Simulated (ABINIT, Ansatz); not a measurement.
# ZrSe3 (P2_1/m): changed settings of a GW run in ABINIT, part 2 of 2

Aim: change inputs of a GW run on ZrSe3 (P2_1/m) and see what moves.

ABINIT 10.8.3; PBEsol and many-body steps on it, plane waves. Known limits of the many-body steps: not at the basis limit; no spin-orbit coupling; coarse k mesh.

So far. Step 2 (Screening, 2×4×1 mesh, 174 bands, screening to 98 eV): Local fields lower ε∞ by 14 %. On a Γ-centred mesh this coarse the value itself is usually too large, while a short band sum pulls it down. Step 3 (Base): The gap on the mesh goes from 0.32 eV to 0.81 eV, a correction of +0.50 eV.

### 4. Smaller part of the screening matrix

Level of this step: G0W0 on PBEsol, plane waves, norm-conserving pseudopotentials (ABINIT).

Input file run.abi:

```
acell 3*1.0 Angstrom
rprim 
  5.410900000000 -0.000000000000 -0.000000000000
  -0.000000000000 3.748800000000 0.000000000000
  -1.229420909100 0.000000000000 9.363634990100
ntypat 2
znucl 40 34
natom 8
typat 1 1 2 2 2 2 2 2
xred 
  0.285000000000 0.250000000000 0.656000000000
  0.715000000000 0.750000000000 0.344000000000
  0.762000000000 0.250000000000 0.554000000000
  0.238000000000 0.750000000000 0.446000000000
  0.456000000000 0.250000000000 0.174000000000
  0.544000000000 0.750000000000 0.826000000000
  0.888000000000 0.250000000000 0.169000000000
  0.112000000000 0.750000000000 0.831000000000
pp_dirpath "pseudos"
pseudos "Zr.upf, Se.upf"
ecut 48
ngkpt 2 4 1
nshiftk 1
shiftk 0 0 0
kptopt 1
chksymbreak 0
istwfk *1
occopt 1
irdwfk 1
optdriver 4
nband 174
gwcalctyp 0
ecutsigx 48
symsigma 1
nkptgw 2
kptgw 
  0.0000000000 0.0000000000 0.0000000000
  0.5000000000 0.0000000000 0.0000000000
bdgw 
  83 86
  83 86
ecuteps 1.8
irdscr 1
ppmodel 1
indata_prefix "in"
outdata_prefix "out"
tmpdata_prefix "tmp"
```

Command:

```
OMP_NUM_THREADS=1 mpirun -n 4 abinit run.abi > log
```

The program printed:

```text
.Version 10.8.3 of ABINIT. v10.8.2 released Aug 2026.

 Symmetries : space group P2_1/m (# 11); Bravais mP (primitive monocl.)
[... echo of the input left out ...]
== DATASET  1 ==================================================================
-   mpi_nproc: 4, omp_nthreads: 1 (-1 if OMP is not activated)

--- !DatasetInfo
iteration_state: {dtset: 1, }
dimensions: {natom: 8, nkpt: 6, mband: 174, nsppol: 1, nspinor: 1, nspden: 1, mpw: 20400, }
cutoff_energies: {ecut:  48.0, pawecutdg:  -1.0, }
electrons: {nelect:   1.68000000E+02, charge:   0.00000000E+00, occopt:   1.00000000E+00, tsmear:   1.00000000E-02, }

 SIGMA: Calculation of the GW corrections

 Based on a program developped by R.W. Godby, V. Olevano, G. Onida, and L. Reining.
 Incorporated in ABINIT by V. Olevano, G.-M. Rignanese, and M. Torrent.
.Using double precision arithmetic ; gwpc =  8

[... cell and pseudopotentials left out ...]
--------------------------------------------------------------------------------

 ==== K-mesh for the wavefunctions ====
 Number of points in the irreducible wedge :     6
[... list of points left out ...]
 Together with  4 symmetry operations and time-reversal symmetry
 yields     8 points in the full Brillouin Zone.

 ==== Q-mesh for screening function ====
 Number of points in the irreducible wedge :     6
[... list of points left out ...]
 Together with  4 symmetry operations and time-reversal symmetry
 yields     8 points in the full Brillouin Zone.

 vcoul_init : cutoff-mode = AUXILIARY_FUNCTION
 q-points for optical limit:   1
     1)      0.000010    0.000020    0.000030
 setmesh: FFT mesh size selected  =    72x   48x  120
          total number of points  =       414720

 Number of electrons calculated from density =  168.0000; Expected =  168.0000
[...]
number of omega for Sigma on real axis              0
 max omega for Sigma on real axis  [eV]           0.00
 zcut for avoiding poles [eV]                     0.10

 EPSILON^-1 parameters (SCR file):
 dimension of the eps^-1 matrix on file            413
 dimension of the eps^-1 matrix used               143
 number of plane-waves for wavefunctions         20343
 number of bands                                   174
 number of q-points in IBZ                           6
 number of frequencies                               2
 number of real frequencies                          1
 number of imag frequencies                          1

 matrix elements of self-energy operator (all in [eV])

 Perturbative Calculation

--- !SelfEnergy_ee
iteration_state: {dtset: 1, }
kpoint     : [   0.000,    0.000,    0.000, ]
spin       : 1
KS_gap     :    0.645
QP_gap     :    1.086
Delta_QP_KS:    0.442
data: !SigmaeeData |
     Band     E0 <VxcDFT>   SigX SigC(E0)      Z dSigC/dE  Sig(E)    E-E0       E
       83   6.381 -14.785 -16.238   2.095   0.802  -0.247 -14.270   0.514   6.896
       84   6.498 -15.013 -16.873   2.476   0.803  -0.246 -14.518   0.495   6.993
       85   7.143 -13.066  -8.340  -3.558   0.802  -0.247 -12.129   0.936   8.079
[...]
--- !SelfEnergy_ee
iteration_state: {dtset: 1, }
kpoint     : [   0.500,    0.000,    0.000, ]
spin       : 1
KS_gap     :    0.624
QP_gap     :    1.122
Delta_QP_KS:    0.498
data: !SigmaeeData |
     Band     E0 <VxcDFT>   SigX SigC(E0)      Z dSigC/dE  Sig(E)    E-E0       E
[...]
85   6.814 -13.770  -9.977  -2.630   0.801  -0.249 -12.839   0.932   7.746
       86   7.154 -14.048 -10.040  -2.743   0.800  -0.250 -13.035   1.013   8.168

== END DATASET(S) ==============================================================
================================================================================

 -outvars: echo values of variables after computation  --------
           etotal      0.0000000000E+00
            nband         174
             nkpt           6
          spgroup          11
 [... the other variables as echoed above ...]

 Calculation completed.
```

It took 18 s on 4 MPI ranks of Arm Neoverse V1, shared host; peak memory 4.3 GiB; 72 s of CPU time.

This step gave:

| Quantity | Value |
| --- | --- |
| G0W0 gap on the points computed | 0.7530 eV |
| starting gap on the mesh | 0.3157 eV |
| k of the valence top | 0, 0, 0 |
| k of the conduction bottom | 0.5, 0, 0 |
| Z at the valence top | 0.803 |
| Z at the conduction bottom | 0.801 |
| least direct G0W0 gap on the computed points | 1.086 eV |

### 5. A keyword of another program

Changes to run.abi since step 4:

```diff
@@ -41,5 +41,6 @@
   83 86
-ecuteps 1.8
+ecuteps 3.6
 irdscr 1
 ppmodel 1
+nomega 100
 indata_prefix "in"
```

The program printed:

```text
.Version 10.8.3 of ABINIT. v10.8.2 released Aug 2026.

 Symmetries : space group P2_1/m (# 11); Bravais mP (primitive monocl.)
================================================================================
 Values of the parameters that define the memory need of the present run
     intxc =       0    ionmov =       0      iscf =       7    lmnmax =       6
     lnmax =       6     mgfft =     120  mpssoang =       3    mqgrid =    5519
     natom =       8  nloc_mem =       1    nspden =       1   nspinor =       1
    nsppol =       1      nsym =       4    n1xccc =    2501    ntypat =       2
    occopt =       1   xclevel =       2
-    mband =         174        mffmem =           1         mkmem =           2
       mpw =       20400          nfft =      368640          nkpt =           6
================================================================================
  Rough estimation (10% accuracy) of disk space for files :
================================================================================

--------------------------------------------------------------------------------
------------- Echo of variables that govern the present computation ------------
--------------------------------------------------------------------------------
 -outvars: echo values of preprocessed input variables --------
            acell      1.8897261259E+00  1.8897261259E+00  1.8897261259E+00 Bohr

             bdgw          83      86      83      86
      chksymbreak           0
             ecut      4.80000000E+01 Hartree
          ecuteps      3.60000000E+00 Hartree
         ecutsigx      4.80000000E+01 Hartree
          ecutwfn      4.80000000E+01 Hartree
-          fftalg         312
           irdscr           1
           irdwfk           1

[...]
npweps         413
          npwsigx       20343
           npwwfn       20343
             nsym           4
           ntypat           2
              occ      2.000000  2.000000  2.000000  2.000000  2.000000  2.000000
                       2.000000  2.000000  2.000000  2.000000  2.000000  2.000000
                       2.000000  2.000000  2.000000  2.000000  2.000000  2.000000
                       2.000000  2.000000  2.000000  2.000000  2.000000  2.000000
[...]
[... 18 further rows ...]
                       0.000000  0.000000  0.000000  0.000000  0.000000  0.000000
                       0.000000  0.000000  0.000000  0.000000  0.000000  0.000000
        optdriver           4
            rprim      5.4109000000E+00 -0.0000000000E+00 -0.0000000000E+00
[...]
spgroup          11

             xred      2.8500000000E-01  2.5000000000E-01  6.5600000000E-01
[...]
8.8800000000E-01  2.5000000000E-01  1.6900000000E-01
                       1.1200000000E-01  7.5000000000E-01  8.3100000000E-01
            znucl       40.00000   34.00000

================================================================================

 chkinp: Checking input parameters for consistency.

--- !ERROR
message: |
    Found token: `NOMEGA` in the input file.
    This name is not one of the registered input variable names (see
    Action: check your input file. Perhaps you mistyped the input variable,
    or specified "img", although this was not permitted for this input variable.

--- !ERROR
message: |
    Found token: `NOMEGA` in the input file.
    This name is not one of the registered input variable names (see
    Action: check your input file. Perhaps you mistyped the input variable,
    or specified "img", although this was not permitted for this input variable.

--- from the log ---
Found token: `NOMEGA` in the input file.
    This name is not one of the registered input variable names (see
    Action: check your input file. Perhaps you mistyped the input variable,
    or specified "img", although this was not permitted for this input variable.
```

The job ended after 0.78 s (4 MPI ranks; peak memory 0.05 GiB).

The run stopped with an error after 0.78 s.

The program's words: Found token: `NOMEGA` in the input file. This name is not one of the registered input variable names (see Action: check your input file. Perhaps you mistyped the input variable, or specified "img", although this was not permitted for this input variable.

The fault put into this input: a keyword of another program.

### 6. Side by side

Times are wall times on 4 MPI ranks of Arm Neoverse V1, shared host, good to a factor of about two. A run's time includes the screening step that it read.

```tsv
run	mesh	bands	screening cutoff (eV)	DFT gap (eV)	gap on the mesh (eV)	direct (eV)	ε∞ used	time
base	2×4×1	174	98	0.316	0.813	1.148	16.38	7.2 min
smaller part of the screening matrix	2×4×1	174	49	0.316	0.753	1.086	16.38	7 min
```

### 7. Results

| Item | Value |
| --- | --- |
| base | 0.813 eV |
| smaller part of the screening matrix | 0.753 eV |
| known limits | not at the basis limit; no spin-orbit coupling; coarse k mesh |

In words: Smaller part of the screening matrix: −0.060 eV against base (keys changed: ecuteps). Bands and cutoff are finite, so the gap is not at the basis limit. The miss can reach some tenths of an eV and take either sign; the mesh is an error of its own. In the G0W0 runs levels were corrected at 2 k points alone, so a gap called «on the mesh» is the least over those, and an edge elsewhere would be missed. The 2×4×1 mesh is coarse for this cell, which bears on the long-range parts of exchange and screening. The many-body steps are scalar-relativistic: spin-orbit coupling is not in them.

[Paths, hosts, dates, memory and timing lines, banners, echoed tables and standing remarks are left out of the program output.]

[Logs are printed without paths, hosts, clocks, repeated set-up lines and the standing remarks that a program may print on its own settings, such as how far it seeks lower states.]

[Runs of the session that timed out or met a known fault of the program may be left out.]

[Hosts, paths, dates, database ids (printed as entryN), source tags and the programs' standing remarks are cut or masked in the printed files.]

[G0W0 gaps are taken among the corrected bands and points alone; a level outside them can change the order at an edge.]

[Where Ansatz stands beside ABINIT at settings called matched, ABINIT's density can come from a denser mesh and the files from another edition; pairs whose starting gaps differed by over 0.03 eV were left out, so agreement reads better than it is.]
